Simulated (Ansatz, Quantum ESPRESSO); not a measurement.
# HfRe in the Bh ordering: electron–phonon coupling with Quantum ESPRESSO

Wanted: phonons, linewidths and couplings of HfRe in the Bh ordering from a second program. The first relaxation steps of the session are not shown, so no cell shown is the starting entry, unless a step says so.

Calculated with Ansatz 0.2.0 and Quantum ESPRESSO 7.5; DFT PBEsol, scalar-relativistic, plane waves, PAW, in the first sound run; inputs show where later runs differ.

This is a report of a sequence of runs, with most program output left out.

The structure was built from a prototype and need not be the compound's stable phase.

### Step 1. The cell after earlier relaxation steps

It takes space group P-6m2 (No. 187, hexagonal). The conventional cell has a = 3.100 Å, b = 3.100 Å, c = 4.231 Å, α = 90.00°, β = 90.00°, γ = 120.00°. Hf has 6 Re at 2.77 Å and 6 Hf at 3.10 Å nearest. Nearest to Re lie 6 Hf at 2.77 Å and 6 Re at 3.10 Å. Farther neighbours are not listed.

### Step 2. Tight relaxation

Residual forces and stress shift phonon frequencies, so the cell is relaxed again, with tight thresholds and the mesh and smearing of this input. Earlier relaxation steps are not shown.

File input.yaml:

```yaml
crystal:
  lattice:
    - [3.0996372123, -3.0101e-06, 0.0]
    - [-1.5498159993, 2.6843660734, 0.0]
    - [0.0, 0.0, 4.2312534715]
  atoms:
    - { symbol: Hf, position: [0.3333333333, 0.6666666667, 0.25] }
    - { symbol: Re, position: [0.6666666667, 0.3333333333, 0.75] }
kpoints:
  mp_grid: { grid: [12, 12, 8] }
hamiltonian:
  xc: pbesol
scf:
  occupations: { method: methfessel_paxton, width: 0.2 }
output:
  forces: true
  stress: true
  eigenvalues: true
relax:
  adjacent_minimum: "off"
  f_tol: 0.001
  max_steps: 60
  cell: { stress_tol: 0.01 }
```

The run is started by

```sh
> ansatz run input.yaml --threads 4 --pin off --max-ram 8192MiB --backend cpu --events-out ev --progress --plain --runs-dir out
```

Run time: 9 s. Hardware: 4 threads of Arm Neoverse V1, shared host; peak memory 0.44 GiB.

Little changed from the start: no atom moved by 0.005 Å and no cell edge by 0.1 %.

Numbers from this step:

* pressure: -0.004723 GPa
* volume per atom: 17.60 Å³
* metallic on mesh: yes
* gap on the k-mesh: 0 eV

The largest force is now zero by symmetry and the largest stress component 0.0049 GPa.

### Step 3. Ground state with pw.x

ph.x needs a tightly converged ground state on the same k mesh; the cell is that of the step before.

This step: DFT PBEsol, scalar-relativistic, plane waves, GBRV ultrasoft pseudopotentials (Quantum ESPRESSO 7.5).

File pw.in:

```
&CONTROL
  calculation = 'scf'
  prefix      = 'x'
  outdir      = './tmp'
  pseudo_dir  = './pseudo'
  tprnfor     = .true.
  tstress     = .true.
/
&SYSTEM
  ibrav       = 0
  nat         = 2
  ntyp        = 2
  ecutwfc     = 45.0
  ecutrho     = 360.0
  occupations = 'smearing'
  smearing    = 'gaussian'
  degauss     = 0.01469973
  nbnd        = 23
/
&ELECTRONS
  conv_thr    = 1.0d-11
  mixing_beta = 0.5
/
ATOMIC_SPECIES
 Hf    178.4900  Hf.upf
 Re    186.2070  Re.upf
CELL_PARAMETERS angstrom
     3.100346479   -0.000003011    0.000000000
    -1.550170632    2.684980317    0.000000000
     0.000000000    0.000000000    4.229518670
ATOMIC_POSITIONS crystal
 Hf     0.333333333   0.666666667   0.250000000
 Re     0.666666667   0.333333333   0.750000000
K_POINTS automatic
 8 8 6 0 0 0
```

The run is started by

```sh
> OMP_NUM_THREADS=1 mpirun -n 4 pw.x -nk 4 -in pw.in > pw.x.log
```

It took 13 s on 4 MPI ranks.

Numbers from this step:

- pressure: 0.1753 GPa

With these potentials, mesh and smearing the cell is at 0.18 GPa.

### Step 4. Second program, linear response: Gaussian smearing of 0.2 eV

ph.x gives each mode's frequency and linewidth; λ of a mode follows from Gaussian double-delta sums over the k mesh, here at four widths.

File ph.in:

```
phonons and couplings
&INPUTPH
  prefix          = 'x'
  outdir          = './tmp'
  tr2_ph          = 1.0d-15
  fildyn          = 'x.dyn'
  fildvscf        = 'dvscf'
  ldisp           = .true.
  nq1             = 2
  nq2             = 2
  nq3             = 2
  electron_phonon = 'simple'
  el_ph_ngauss    = 0
  el_ph_sigma     = 0.00734986
  el_ph_nsigma    = 4
  alpha_mix(1)    = 0.5
  amass(1)        = 178.49
  amass(2)        = 186.207
/
```

The run is started by

```sh
> OMP_NUM_THREADS=1 mpirun -n 4 ph.x -nk 4 -in ph.in > ph.x.log
```

Run time: 15 min. Hardware: 4 MPI ranks; 61 min of CPU time.

Numbers from this step:

```
highest frequency, solved or plainly interpolated : 187.2 cm⁻¹
```

As ph.x prints them, no sum rule imposed; at the zone centre the sum is no linewidth. Double-delta sums:

```
q1   q2   q3  star  mode  omega (meV)  lambda_q, sigma 0.1 eV  lambda_q, sigma 0.2 eV  lambda_q, sigma 0.3 eV  lambda_q, sigma 0.4 eV  half width at sigma 0.2 (meV)
 0    0    0     1     1      -0.4963                       0                       0                       0                       0                              0
 0    0    0     1     2      -0.1625                       0                       0                       0                       0                              0
 0    0    0     1     3      -0.1625                       0                       0                       0                       0                              0
 0    0    0     1     4         7.16                   3.506                   1.654                   1.381                   1.253                         0.2517
 0    0    0     1     5         7.16                   3.506                   1.654                   1.381                   1.253                         0.2517
 0    0    0     1     6         19.3                  0.0913                  0.1512                  0.1545                   0.134                         0.1672
 0    0  0.5     1     1        3.125                   1.599                   1.804                   1.356                   1.265                        0.05232
 0    0  0.5     1     2        3.125                   1.599                   1.804                   1.356                   1.265                        0.05232
 0    0  0.5     1     3        4.501                  0.2126                  0.3824                  0.4022                  0.4462                        0.02299
 0    0  0.5     1     4        4.501                  0.2126                  0.3824                  0.4022                  0.4462                        0.02299
 0    0  0.5     1     5        17.18                   0.011                  0.0388                  0.0698                  0.0894                        0.03395
 0    0  0.5     1     6         18.3                  0.0037                  0.0128                  0.0193                  0.0215                        0.01278
 0  0.5    0     3     1       -6.869                 -0.0948                 -0.4123                 -0.6354                 -0.6742                        0.05773
 0  0.5    0     3     2        7.531                  0.3373                  0.2653                  0.2503                  0.2577                        0.04467
 0  0.5    0     3     3        11.63                  0.1076                  0.2351                  0.2952                  0.3159                        0.09442
 0  0.5    0     3     4        13.57                  0.0321                  0.0739                  0.1087                  0.1151                        0.04036
 0  0.5    0     3     5        16.32                  0.1175                  0.1011                  0.0857                  0.0794                        0.07986
 0  0.5    0     3     6         23.2                  0.0679                  0.0534                  0.0521                  0.0519                         0.0854
 0  0.5  0.5     3     1        3.545                  0.5164                   1.317                    2.08                   2.489                        0.04913
 0  0.5  0.5     3     2         5.82                  0.6838                   0.662                  0.6802                  0.7339                        0.06654
 0  0.5  0.5     3     3        7.979                  0.8593                  0.6914                  0.5444                   0.508                         0.1307
 0  0.5  0.5     3     4        11.47                  0.2384                  0.1518                   0.235                  0.2714                        0.05926
 0  0.5  0.5     3     5         12.4                  0.0167                  0.0695                  0.0875                     0.1                        0.03172
 0  0.5  0.5     3     6        19.22                  0.0259                  0.0997                  0.1248                   0.131                         0.1094
```

### Step 5. Electron–phonon run: Gaussian smearing of 0.2 eV

A first run on coarse meshes.

This step: DFT PBEsol, scalar-relativistic, plane waves, PAW (Ansatz 0.2.0).

File input.yaml:

```yaml
crystal:
  lattice:
    - [3.1003464788, -3.0108e-06, 0.0]
    - [-1.550170632, 2.6849803166, 0.0]
    - [0.0, 0.0, 4.2295186697]
  atoms:
    - { symbol: Hf, position: [0.3333333333, 0.6666666667, 0.25] }
    - { symbol: Re, position: [0.6666666667, 0.3333333333, 0.75] }
kpoints:
  mp_grid: { grid: [6, 6, 4] }
hamiltonian:
  xc: pbesol
scf:
  occupations: { method: gaussian, width: 0.2 }
output:
  eigenvalues: true
phonons:
  method: dfpt
  qmesh: [2, 2, 2]
  temperatures: { t_max: 1000, t_step: 50 }
  qpath:
    path:
      - [[0.0, 0.0, 0.0], [0.5, 0.0, 0.0], [0.33333333, 0.33333333, 0.0], [0.0, 0.0, 0.0], [0.0, 0.0, 0.5], [0.5, 0.0, 0.5], [0.33333333, 0.33333333, 0.5], [0.0, 0.0, 0.5]]
      - [[0.5, 0.0, 0.5], [0.5, 0.0, 0.0]]
      - [[0.33333333, 0.33333333, 0.5], [0.33333333, 0.33333333, 0.0]]
    npoints: 10
  electrical_resistivity:
    mesh: [12, 12, 8]
    temperatures: [20.0, 50.0, 77.0, 100.0, 150.0, 200.0, 300.0, 400.0, 600.0, 800.0]
  electron_occupations: "off"
```

The run is started by

```sh
> ansatz run input.yaml --threads 4 --pin off --max-ram 8192MiB --backend cpu --events-out ev --progress --plain --runs-dir out
```

Elapsed: 37 s, on 4 threads; peak memory 0.54 GiB.

The run ended with an error.

The program's message: “electrical resistivity: the mode of lowest frequency at the wavevector [0.0000, -0.5000, 0.0000] is imaginary, -65.52 cm⁻¹ (written negative): the force constants describe an unstable lattice; relax t …”

The run stops because a mode is imaginary on the scattering mesh, where no scattering rate is defined; denser k meshes, other smearings and, between solved wavevectors, finer q meshes show whether the instability is real.

### Step 6. Results

```json
{
  "phonon run of the rows without a label of their own": "PBEsol, q 2×2×2, k 8×8×6"
}
```

What this shows: In the run with Gaussian smearing of 0.2 eV: a mode at q = (0, 0.5, 0) is imaginary, 55.4i cm⁻¹, so the lattice is unstable on these meshes and at this level, and no λ is read from its Gaussian sums. Under gradient-corrected functionals ph.x can misplace modes where the density is low; no frozen-phonon run checks these frequencies. Spin–orbit coupling, left out here, matters for Hf and Re. The structure was built by hand as an ordered model, and its stability against other phases was not tested.

[Logs are printed without paths, hosts, clocks, repeated set-up lines and the standing remarks that a program may print on its own settings, such as how far it seeks lower states.]

[Hosts, paths, dates, database ids (printed as entryN), source tags and the programs' standing remarks are cut or masked in the printed files.]
